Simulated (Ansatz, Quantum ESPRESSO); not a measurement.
# Screening and band shifts of H-SiC-F chair, 1 layer, part 3 of 6

How does H-SiC-F chair, 1 layer respond to a gate-like field without added charge?

Quantum ESPRESSO 7.5; plane-wave DFT, PBE, GBRV ultrasoft pseudopotentials; geometry and cross-check by Ansatz 0.2.0 with PAW datasets.

So far. Step 3 (Ground state: no field): The run needed 11 iterations to bring the estimated error under 1e-09 Ry; the largest force on any atom, held or free, is 0.19 eV/Å. Step 4 (Potential by pp.x): The vacuum is flat to 0.1 meV/Å, so its level is well defined. Inside the slab the curve depends on the local part of the pseudopotentials; only the vacuum level has a meaning of its own.

**5. Bands along a path: no field**

A bands run reads the converged density and follows the path given under K_POINTS.

The input, f0.bands.in:

```
&control
  prefix = 'f0.bands'
  outdir = './out'
  pseudo_dir = './pseudo'
  calculation = 'bands'
  tefield = .true.
  dipfield = .true.
/
&system
  ibrav = 0
  nat = 4
  ntyp = 4
  ecutwfc = 40
  ecutrho = 200
  occupations = 'smearing'
  smearing = 'fd'
  degauss = 0.004
  edir = 3
  emaxpos = 0.97
  eopreg = 0.04
  eamp = 0.0
  nbnd = 14
/
&electrons
  conv_thr = 1e-07
  mixing_beta = 0.4
  electron_maxstep = 120
  mixing_mode = 'local-TF'
/
ATOMIC_SPECIES
  F   18.9984  f_pbe_v1.4.uspp.F.UPF
  C   12.0110  c_pbe_v1.2.uspp.F.UPF
  Si  28.0850  si_pbe_v1.uspp.F.UPF
  H   1.0080  h_pbe_v1.4.uspp.F.UPF
CELL_PARAMETERS angstrom
  3.15854778695671 0.00000000000000 0.00000000000000
  -1.57927389347836 2.73538262257163 -0.00000000000000
  0.00000000000000 -0.00000000000000 20.37333333330000
ATOMIC_POSITIONS crystal
  F   0.666666666667 0.333333333333 0.413527362792
  C   0.666666666667 0.333333333333 0.483610054135
  Si  0.333333333333 0.666666666667 0.512432802251
  H   0.333333333333 0.666666666667 0.586012241522
K_POINTS crystal_b
4
  0.0000000000 0.0000000000 0.0000000000 14
  0.5000000000 0.0000000000 0.0000000000 14
  0.3333333333 0.3333333333 0.0000000000 14
  0.0000000000 0.0000000000 0.0000000000 1
```

Command:

```console
> cp -r out/f0.save out/f0.bands.save
> cp out/f0.xml out/f0.bands.xml
> OMP_NUM_THREADS=1 mpirun -n 2 pw.x -nk 2 -in f0.bands.in > f0.bands.out
```

Output:

```text
[banner, memory and clock lines left out]
Program PWSCF v.7.5 starts

          URL

     Presently no symmetry can be used with electric field

     Atomic positions and unit cell read from directory:
     ./out/f0.bands.save/

     G-vector sticks info

     bravais-lattice index     =            0
     lattice parameter (alat)  =       5.9688  a.u.
     unit-cell volume          =    1187.8572 (a.u.)^3
     number of atoms/cell      =            4
     number of atomic types    =            4
     number of electrons       =        16.00
     number of Kohn-Sham states=           14
     kinetic-energy cutoff     =      40.0000  Ry
     charge density cutoff     =     200.0000  Ry
     Exchange-correlation=  SLA  PW   PBX  PBC
                           (   1   4   3   4   0   0   0)

     celldm(1)=   5.968790  celldm(2)=   0.000000  celldm(3)=   0.000000
     celldm(4)=   0.000000  celldm(5)=   0.000000  celldm(6)=   0.000000

     crystal axes: (cart. coord. in units of alat)
               a(1) = (   1.000000   0.000000   0.000000 )
               a(2) = (  -0.500000   0.866025  -0.000000 )
               a(3) = (   0.000000  -0.000000   6.450222 )

     reciprocal axes: (cart. coord. in units 2 pi/alat)
               b(1) = (  1.000000  0.577350  0.000000 )
               b(2) = ( -0.000000  1.154701  0.000000 )
               b(3) = ( -0.000000  0.000000  0.155033 )

     PseudoPot. # 1 for F  read from file:
     ./pseudo/f_pbe_v1.4.uspp.F.UPF
     Pseudo is Ultrasoft, Zval =  7.0
     Generated by new atomic code, or converted to UPF format
     Using radial grid of  799 points,  4 beta functions with:
                l(1) =   0
                l(2) =   0
                l(3) =   1
                l(4) =   1
     Q(r) pseudized with  8 coefficients,  rinner =    0.950   0.950   0.950

     PseudoPot. # 2 for C  read from file:
     ./pseudo/c_pbe_v1.2.uspp.F.UPF
     Pseudo is Ultrasoft + core correction, Zval =  4.0
     Generated by new atomic code, or converted to UPF format
     Using radial grid of  721 points,  4 beta functions with:
                l(1) =   0
                l(2) =   0
                l(3) =   1
                l(4) =   1
     Q(r) pseudized with  8 coefficients,  rinner =    1.100   1.100   1.100

     PseudoPot. # 3 for Si read from file:
     ./pseudo/si_pbe_v1.uspp.F.UPF
     Pseudo is Ultrasoft + core correction, Zval =  4.0
     Generated by new atomic code, or converted to UPF format
     Using radial grid of  899 points,  6 beta functions with:
                l(1) =   0
                l(2) =   0
                l(3) =   1
                l(4) =   1
                l(5) =   2
                l(6) =   2
     Q(r) pseudized with  8 coefficients,  rinner =    0.900   0.900   0.900
                                                       0.900   0.900

     PseudoPot. # 4 for H  read from file:
     ./pseudo/h_pbe_v1.4.uspp.F.UPF
     Pseudo is Ultrasoft, Zval =  1.0
     Generated by new atomic code, or converted to UPF format
     Using radial grid of  615 points,  2 beta functions with:
                l(1) =   0
                l(2) =   0
     Q(r) pseudized with  8 coefficients,  rinner =    0.700

     atomic species   valence    mass     pseudopotential
     F                 7.00    18.99840     F ( 1.00)
     C                 4.00    12.01100     C ( 1.00)
     Si                4.00    28.08500     Si( 1.00)
     H                 1.00     1.00800     H ( 1.00)

     No symmetry found

   Cartesian axes

     site n.     atom                  positions (alat units)
         1        F      tau(   1) = (   0.5000000   0.2886751   2.6673432  )
         2        C      tau(   2) = (   0.5000000   0.2886751   3.1193920  )
         3        Si     tau(   3) = (  -0.0000000   0.5773503   3.3053052  )
         4        H      tau(   4) = (  -0.0000000   0.5773503   3.7799089  )

     number of k points=    43  Fermi-Dirac smearing, width (Ry)=  0.0040
                       cart. coord. in units 2pi/alat
        k(    1) = (   0.0000000   0.0000000   0.0000000), wk =   0.0465116
        k(    2) = (   0.0357143   0.0206197   0.0000000), wk =   0.0465116
        k(    3) = (   0.0714286   0.0412393   0.0000000), wk =   0.0465116
        k(    4) = (   0.1071429   0.0618590   0.0000000), wk =   0.0465116
        k(    5) = (   0.1428571   0.0824786   0.0000000), wk =   0.0465116
        k(    6) = (   0.1785714   0.1030983   0.0000000), wk =   0.0465116
        k(    7) = (   0.2142857   0.1237179   0.0000000), wk =   0.0465116
        k(    8) = (   0.2500000   0.1443376   0.0000000), wk =   0.0465116
        k(    9) = (   0.2857143   0.1649572   0.0000000), wk =   0.0465116
        k(   10) = (   0.3214286   0.1855769   0.0000000), wk =   0.0465116
        k(   11) = (   0.3571429   0.2061965   0.0000000), wk =   0.0465116
        k(   12) = (   0.3928571   0.2268162   0.0000000), wk =   0.0465116
        k(   13) = (   0.4285714   0.2474358   0.0000000), wk =   0.0465116
        k(   14) = (   0.4642857   0.2680555   0.0000000), wk =   0.0465116
        k(   15) = (   0.5000000   0.2886751   0.0000000), wk =   0.0465116
        k(   16) = (   0.4880952   0.3092948   0.0000000), wk =   0.0465116
        k(   17) = (   0.4761905   0.3299144   0.0000000), wk =   0.0465116
        k(   18) = (   0.4642857   0.3505341   0.0000000), wk =   0.0465116
        k(   19) = (   0.4523810   0.3711537   0.0000000), wk =   0.0465116
        k(   20) = (   0.4404762   0.3917734   0.0000000), wk =   0.0465116
        k(   21) = (   0.4285714   0.4123930   0.0000000), wk =   0.0465116
        k(   22) = (   0.4166667   0.4330127   0.0000000), wk =   0.0465116
        k(   23) = (   0.4047619   0.4536324   0.0000000), wk =   0.0465116
        k(   24) = (   0.3928571   0.4742520   0.0000000), wk =   0.0465116
        k(   25) = (   0.3809524   0.4948717   0.0000000), wk =   0.0465116
        k(   26) = (   0.3690476   0.5154913   0.0000000), wk =   0.0465116
        k(   27) = (   0.3571429   0.5361110   0.0000000), wk =   0.0465116
        k(   28) = (   0.3452381   0.5567306   0.0000000), wk =   0.0465116
        k(   29) = (   0.3333333   0.5773503   0.0000000), wk =   0.0465116
        k(   30) = (   0.3095238   0.5361110   0.0000000), wk =   0.0465116
        k(   31) = (   0.2857143   0.4948717   0.0000000), wk =   0.0465116
        k(   32) = (   0.2619048   0.4536324   0.0000000), wk =   0.0465116
        k(   33) = (   0.2380952   0.4123930   0.0000000), wk =   0.0465116
        k(   34) = (   0.2142857   0.3711537   0.0000000), wk =   0.0465116
        k(   35) = (   0.1904762   0.3299144   0.0000000), wk =   0.0465116
[...]
k = 0.0714 0.0412 0.0000 (  5005 PWs)   bands (ev):

   -28.0354 -16.9918 -11.4120  -8.2978  -8.1615  -7.9447  -4.1873  -3.9509
    -0.9791   0.7557   1.7504   2.8699   3.0452   3.3808

          k = 0.1071 0.0619 0.0000 (  5019 PWs)   bands (ev):

   -28.0249 -16.9042 -11.3835  -8.4490  -8.1946  -7.9081  -4.5132  -4.0459
    -0.7900   0.8790   1.8692   2.6528   3.1930   3.6280

          k = 0.1429 0.0825 0.0000 (  5029 PWs)   bands (ev):

   -28.0109 -16.7825 -11.3479  -8.6367  -8.2385  -7.8805  -4.8793  -4.1634
    -0.5889   1.0097   1.9920   2.4852   3.4002   3.8689

          k = 0.1786 0.1031 0.0000 (  5043 PWs)   bands (ev):

   -27.9940 -16.6279 -11.3103  -8.8571  -8.2910  -7.8662  -5.2436  -4.2928
    -0.4033   1.1099   2.0570   2.4855   3.6373   4.0839

          k = 0.2143 0.1237 0.0000 (  5068 PWs)   bands (ev):

   -27.9751 -16.4422 -11.2790  -9.1027  -8.3494  -7.8724  -5.5725  -4.4251
    -0.2633   1.1658   2.0929   2.6324   3.8698   4.3422

          k = 0.2500 0.1443 0.0000 (  5062 PWs)   bands (ev):

   -27.9551 -16.2276 -11.2669  -9.3596  -8.4107  -7.9076  -5.8392  -4.5527
    -0.1991   1.2196   2.1141   2.8455   4.0764   4.6324

          k = 0.2857 0.1650 0.0000 (  5052 PWs)   bands (ev):

   -27.9351 -15.9879 -11.2935  -9.6048  -8.4718  -7.9766  -6.0282  -4.6702
    -0.2149   1.2831   2.0837   3.1297   4.3034   4.9460

          k = 0.3214 0.1856 0.0000 (  5058 PWs)   bands (ev):

   -27.9159 -15.7285 -11.3826  -9.8074  -8.5296  -8.0746  -6.1402  -4.7738
    -0.2792   1.2463   2.1192   3.4923   4.5999   5.2754

          k = 0.3571 0.2062 0.0000 (  5048 PWs)   bands (ev):

   -27.8987 -15.4579 -11.5470  -9.9429  -8.5813  -8.1869  -6.1906  -4.8609
    -0.3536   1.0474   2.3258   3.9196   4.9479   5.4352

          k = 0.3929 0.2268 0.0000 (  5040 PWs)   bands (ev):

   -27.8843 -15.1904 -11.7687 -10.0125  -8.6242  -8.2958  -6.2013  -4.9299
    -0.4131   0.7883   2.6327   4.3904   5.2570   5.4708

          k = 0.4286 0.2474 0.0000 (  5054 PWs)   bands (ev):

   -27.8734 -14.9496 -12.0004 -10.0381  -8.6565  -8.3853  -6.1931  -4.9798
    -0.4469   0.5521   2.9642   4.8384   5.3898   5.4808

          k = 0.4643 0.2681 0.0000 (  5060 PWs)   bands (ev):

   -27.8666 -14.7731 -12.1810 -10.0433  -8.6764  -8.4439  -6.1817  -5.0100
    -0.4574   0.3864   3.2460   4.9756   5.4808   5.6827

          k = 0.5000 0.2887 0.0000 (  5068 PWs)   bands (ev):

   -27.8643 -14.7065 -12.2505 -10.0433  -8.6832  -8.4643  -6.1768  -5.0201
    -0.4580   0.3260   3.3658   4.9325   5.4799   6.0902

          k = 0.4881 0.3093 0.0000 (  5062 PWs)   bands (ev):

   -27.8641 -14.7028 -12.2461 -10.0421  -8.6971  -8.4620  -6.1777  -5.0452
    -0.4252   0.3452   3.3726   4.9266   5.4093   6.1191

          k = 0.4762 0.3299 0.0000 (  5074 PWs)   bands (ev):

   -27.8634 -14.6917 -12.2332 -10.0385  -8.7379  -8.4557  -6.1811  -5.1160
    -0.3355   0.4065   3.3931   4.8899   5.2627   6.1775

          k = 0.4643 0.3505 0.0000 (  5094 PWs)   bands (ev):

   -27.8622 -14.6735 -12.2120 -10.0327  -8.8035  -8.4469  -6.1884  -5.2200
    -0.2120   0.5197   3.4274   4.7578   5.1667   6.2413

          k = 0.4524 0.3712 0.0000 (  5112 PWs)   bands (ev):

   -27.8606 -14.6485 -12.1829 -10.0253  -8.8916  -8.4365  -6.2028  -5.3407
    -0.0822   0.6939   3.4760   4.5281   5.1589   6.3101

          k = 0.4405 0.3918 0.0000 (  5106 PWs)   bands (ev):

   -27.8586 -14.6172 -12.1467 -10.0168  -8.9991  -8.4251  -6.2282  -5.4608
     0.0378   0.9236   3.5396   4.2701   5.1920   6.3860

          k = 0.4286 0.4124 0.0000 (  5126 PWs)   bands (ev):

   -27.8564 -14.5805 -12.1044 -10.0084  -9.1222  -8.4133  -6.2694  -5.5650
     0.1477   1.1831   3.6201   4.0252   5.2435   6.4650

          k = 0.4167 0.4330 0.0000 (  5112 PWs)   bands (ev):

   -27.8540 -14.5392 -12.0575 -10.0021  -9.2550  -8.4017  -6.3279  -5.6434
     0.2535   1.4329   3.7201   3.8239   5.3046   6.5195

          k = 0.4048 0.4536 0.0000 (  5102 PWs)   bands (ev):

   -27.8516 -14.4947 -12.0079 -10.0010  -9.3892  -8.3911  -6.3998  -5.6943
     0.3608   1.6251   3.6912   3.8515   5.3688   6.5033

          k = 0.3929 0.4743 0.0000 (  5118 PWs)   bands (ev):

   -27.8492 -14.4488 -11.9583 -10.0106  -9.5130  -8.3820  -6.4763  -5.7230
     0.4727   1.7158   3.6551   4.0173   5.4279   6.4359

          k = 0.3810 0.4949 0.0000 (  5124 PWs)   bands (ev):

   -27.8469 -14.4035 -11.9117 -10.0378  -9.6119  -8.3752  -6.5484  -5.7366
     0.5910   1.6953   3.6981   4.2290   5.4701   6.3561

          k = 0.3690 0.5155 0.0000 (  5122 PWs)   bands (ev):

   -27.8449 -14.3616 -11.8720 -10.0845  -9.6752  -8.3709  -6.6091  -5.7413
     0.7165   1.5940   3.7783   4.4753   5.4804   6.2949

          k = 0.3571 0.5361 0.0000 (  5124 PWs)   bands (ev):

   -27.8434 -14.3264 -11.8430 -10.1388  -9.7067  -8.3691  -6.6542  -5.7415
     0.8494   1.4508   3.8598   4.7187   5.4517   6.2732

          k = 0.3452 0.5567 0.0000 (  5140 PWs)   bands (ev):

   -27.8424 -14.3020 -11.8267 -10.1810  -9.7185  -8.3690  -6.6816  -5.7402
     0.9894   1.2938   3.9207   4.9013   5.4035   6.2888

          k = 0.3333 0.5774 0.0000 (  5142 PWs)   bands (ev):

   -27.8420 -14.2929 -11.8221 -10.1967  -9.7209  -8.3693  -6.6907  -5.7394
     1.1203   1.1549   3.9445   4.9662   5.3809   6.3067

          k = 0.3095 0.5361 0.0000 (  5122 PWs)   bands (ev):

   -27.8437 -14.3375 -11.8257 -10.1334  -9.7185  -8.3642  -6.6564  -5.7442
     0.8672   1.4495   3.8319   4.8219   5.4150   6.1601

          k = 0.2857 0.4949 0.0000 (  5130 PWs)   bands (ev):

   -27.8490 -14.4823 -11.7966  -9.9687  -9.7177  -8.3397  -6.5616  -5.7586
     0.6745   1.7720   3.5253   4.5682   5.3790   5.8368

          k = 0.2619 0.4536 0.0000 (  5102 PWs)   bands (ev):

   -27.8584 -14.7187 -11.7061  -9.7809  -9.6816  -8.2869  -6.4222  -5.7734
     0.5607   2.0768   3.1409   4.2845   5.0882   5.4270

          k = 0.2381 0.4124 0.0000 (  5090 PWs)   bands (ev):

   -27.8720 -15.0149 -11.5709  -9.7413  -9.4591  -8.2069  -6.2634  -5.7600
     0.5069   2.2599   2.8365   3.9858   4.6898   4.9694

          k = 0.2143 0.3712 0.0000 (  5080 PWs)   bands (ev):

   -27.8894 -15.3370 -11.4292  -9.7001  -9.2006  -8.1092  -6.1277  -5.6636
     0.4767   2.0982   2.8372   3.6814   4.2057   4.7784

          k = 0.1905 0.3299 0.0000 (  5080 PWs)   bands (ev):

   -27.9100 -15.6594 -11.3195  -9.6040  -8.9543  -8.0096  -6.0251  -5.4570
     0.4218   1.8117   2.8439   3.5033   3.7262   4.7749

          k = 0.1667 0.2887 0.0000 (  5044 PWs)   bands (ev):

   -27.9326 -15.9651 -11.2627  -9.4420  -8.7357  -7.9260  -5.8977  -5.1826
     0.2983   1.5848   2.6323   3.2649   3.6099   4.5357

          k = 0.1429 0.2474 0.0000 (  5052 PWs)   bands (ev):

   -27.9562 -16.2433 -11.2559  -9.2271  -8.5534  -7.8728  -5.6975  -4.8856
     0.0962   1.4322   2.3892   2.8867   3.7138   4.2694

          k = 0.1190 0.2062 0.0000 (  5056 PWs)   bands (ev):

   -27.9794 -16.4867 -11.2822  -8.9857  -8.4095  -7.8541  -5.4112  -4.5971
    -0.1555   1.2981   2.2377   2.5824   3.6034   4.1576

          k = 0.0952 0.1650 0.0000 (  5044 PWs)   bands (ev):

   -28.0007 -16.6906 -11.3239  -8.7442  -8.3011  -7.8637  -5.0531  -4.3410
    -0.4229   1.1341   2.1254   2.4596   3.3873   3.9632

          k = 0.0714 0.1237 0.0000 (  5022 PWs)   bands (ev):

   -28.0188 -16.8519 -11.3675  -8.5236  -8.2238  -7.8920  -4.6570  -4.1340
    -0.6844   0.9537   1.9461   2.5952   3.1890   3.7375

          k = 0.0476 0.0825 0.0000 (  5018 PWs)   bands (ev):

   -28.0326 -16.9684 -11.4042  -8.3390  -8.1725  -7.9321  -4.2746  -3.9851
    -0.9222   0.7923   1.7854   2.8345   3.0368   3.4570

          k = 0.0238 0.0412 0.0000 (  4990 PWs)   bands (ev):

   -28.0412 -17.0388 -11.4282  -8.2003  -8.1434  -7.9807  -3.9810  -3.8964
    -1.1044   0.6797   1.6799   2.9217   3.0734   3.2420

          k = 0.0000 0.0000 0.0000 (  4997 PWs)   bands (ev):

   -28.0442 -17.0624 -11.4365  -8.1340  -8.1340  -8.0162  -3.8671  -3.8671
    -1.1763   0.6389   1.6431   2.8853   3.1686   3.1686

     XML data file, pseudopotentials, collected wavefunctions

                                        0.00s GPU  (    1245 calls)
[key lines of the parts left out:]
Dipole field          0.0023 Ry au,
```

Elapsed: 21 s, on 2 MPI ranks of Arm Neoverse V2, shared host; peak memory 0.16 GiB; 42 s of CPU time.

Band numbers count within the set of bands kept for display. The electronic bands at the labelled points (eV, zero at the highest filled level of the SCF mesh; v1 is the highest filled band, c1 the lowest empty one):

```
  point     v4     v3     v2     v1    c1    c2    c3    c4
      Γ  -4.27  -4.15   0.00   0.00  2.69  4.51  5.51  6.75
halfway  -4.54  -4.04  -1.97  -0.69  3.67  5.09  5.98  6.71
      M  -4.82  -4.60  -2.31  -1.15  3.41  4.19  7.23  8.80
halfway  -5.39  -4.53  -2.46  -1.78  4.12  5.30  7.59  7.69
      K  -5.85  -4.50  -2.82  -1.87  4.99  5.02  7.81  8.83
halfway  -4.87  -4.06  -2.03  -1.32  4.17  5.45  6.50  7.13
      Γ  -4.27  -4.15   0.00   0.00  2.69  4.51  5.51  6.75
```

Along this path the valence top lies at Γ and the conduction bottom at Γ.

**6. SCF with pw.x: field 0.1 V/Å**

eamp is the field in Hartree atomic units (1 a.u. = 51.42 V/Å). With dipfield on, it is the field in the vacuum beside an isolated sheet. The run starts from the density of the one before.

The input, f1.in:

```
&control
  prefix = 'f1'
  outdir = './out'
  pseudo_dir = './pseudo'
  calculation = 'scf'
  tprnfor = .true.
  tefield = .true.
  dipfield = .true.
/
&system
  ibrav = 0
  nat = 4
  ntyp = 4
  ecutwfc = 40
  ecutrho = 200
  occupations = 'smearing'
  smearing = 'fd'
  degauss = 0.004
  edir = 3
  emaxpos = 0.97
  eopreg = 0.04
  eamp = 0.00194469
/
&electrons
  conv_thr = 1e-09
  mixing_beta = 0.4
  electron_maxstep = 120
  mixing_mode = 'plain'
  startingpot = 'file'
/
ATOMIC_SPECIES
  F   18.9984  f_pbe_v1.4.uspp.F.UPF
  C   12.0110  c_pbe_v1.2.uspp.F.UPF
  Si  28.0850  si_pbe_v1.uspp.F.UPF
  H   1.0080  h_pbe_v1.4.uspp.F.UPF
CELL_PARAMETERS angstrom
  3.15854778695671 0.00000000000000 0.00000000000000
  -1.57927389347836 2.73538262257163 -0.00000000000000
  0.00000000000000 -0.00000000000000 20.37333333330000
ATOMIC_POSITIONS crystal
  F   0.666666666667 0.333333333333 0.413527362792
  C   0.666666666667 0.333333333333 0.483610054135
  Si  0.333333333333 0.666666666667 0.512432802251
  H   0.333333333333 0.666666666667 0.586012241522
K_POINTS automatic
  12 12 1 0 0 0
```

Command:

```console
> cp -r out/f0.save out/f1.save
> OMP_NUM_THREADS=1 mpirun -n 2 pw.x -nk 2 -in f1.in > f1.out
```

Output:

```text
[banner, memory and clock lines left out]
Program PWSCF v.7.5 starts
[...]
number of electrons       =        16.00
     number of Kohn-Sham states=           12
     kinetic-energy cutoff     =      40.0000  Ry
     charge density cutoff     =     200.0000  Ry
[...]
number of k points=    74  Fermi-Dirac smearing, width (Ry)=  0.0040
[...]
Dense  grid:    56951 G-vectors     FFT dimensions: (  27,  27, 180)
[...]
The initial density is read from file :
[...]
negative rho (up, down):  6.385E-04 0.000E+00
[...]
Starting wfcs are   13 randomized atomic wfcs
[...]
negative rho (up, down):  6.394E-04 0.000E+00
[...]
estimated scf accuracy    <       0.00092694 Ry
[...]
negative rho (up, down):  6.396E-04 0.000E+00
[...]
estimated scf accuracy    <       0.00079103 Ry
[...]
negative rho (up, down):  6.399E-04 0.000E+00
[...]
estimated scf accuracy    <       0.00000154 Ry
[...]
negative rho (up, down):  6.399E-04 0.000E+00
[...]
estimated scf accuracy    <       0.00000047 Ry
[...]
negative rho (up, down):  6.400E-04 0.000E+00
[...]
estimated scf accuracy    <       0.00000002 Ry
[...]
negative rho (up, down):  6.400E-04 0.000E+00
[...]
estimated scf accuracy    <          1.1E-09 Ry
[...]
negative rho (up, down):  6.399E-04 0.000E+00
[...]
Computed dipole along edir(3) :
        Dipole                0.2513 Ry au,          0.6387 Debye
        Dipole field          0.0027 Ry au,
        E field amplitude [Ha a.u.]:  1.9447E-03
        Potential amp.       -0.0528 Ry
        Total length         36.9600 bohr
[...]
the Fermi energy is    -2.4251 ev
!    total energy              =     -70.82316658 Ry
     estimated scf accuracy    <          3.6E-11 Ry
     smearing contrib. (-TS)   =      -0.00000000 Ry
     internal energy E=F+TS    =     -70.82316658 Ry
[...]
one-electron contribution =    -463.72117003 Ry
     hartree contribution      =     235.50947652 Ry
     xc contribution           =     -17.95379922 Ry
     ewald contribution        =     175.34263548 Ry
     electric field correction =      -0.00030933 Ry
     convergence has been achieved in   7 iterations
     negative rho (up, down):  6.399E-04 0.000E+00
[...]
Total force =     0.011860     Total SCF correction =     0.000004
[...]
```

Wall time 34 s (2 MPI ranks); peak memory 0.33 GiB; 67 s of CPU time.

This step gave:

```
free energy                          : -963.5983 eV
Fermi energy                         : -2.425 eV
dipole along the normal              : 0.1330 e·Å
valence top, on the run's zero       : -3.858 eV
conduction bottom, on the run's zero : -1.158 eV
gap by band count                    : 2.699 eV
```

The dipole goes from 0.1158 to 0.1330 e Å, 0.1718 e Å per V/Å.

**7. Potential by pp.x**

The input, f1.pot.in:

```
&inputpp
  prefix = 'f1'
  outdir = './out'
  filplot = 'f1.pot.dat'
  plot_num = 11
/
```

Command:

```console
> OMP_NUM_THREADS=1 mpirun -n 2 pp.x -in f1.pot.in > f1.pot.out
```

Run time: 1 s. Hardware: 2 MPI ranks; peak memory 0.14 GiB; 1.9 s of CPU time.

Numbers from this step:

```
slope of the potential above                                          : 0.1000 eV/Å
upper vacuum line continued to the top atoms, over the valence top    : 5.216 eV
slope of the potential below                                          : 0.09999 eV/Å
lower vacuum line continued to the bottom atoms, over the valence top : 7.650 eV
```

The slope in the vacuum is 0.100 eV/Å for an applied 0.10 V/Å, as it should be.

(Continued in part 4 of 6.)

[Logs are printed without paths, hosts, clocks, repeated set-up lines and the standing remarks that a program may print on its own settings, such as how far it seeks lower states.]

[Hosts, paths, dates, database ids (printed as entryN), source tags and the programs' standing remarks are cut or masked in the printed files.]

[Maps of the electrostatic potential energy from Ansatz leave out the sawtooth potential of an applied field or a dipole correction, so their vacuum need not be flat; planar profiles and work functions include it.]
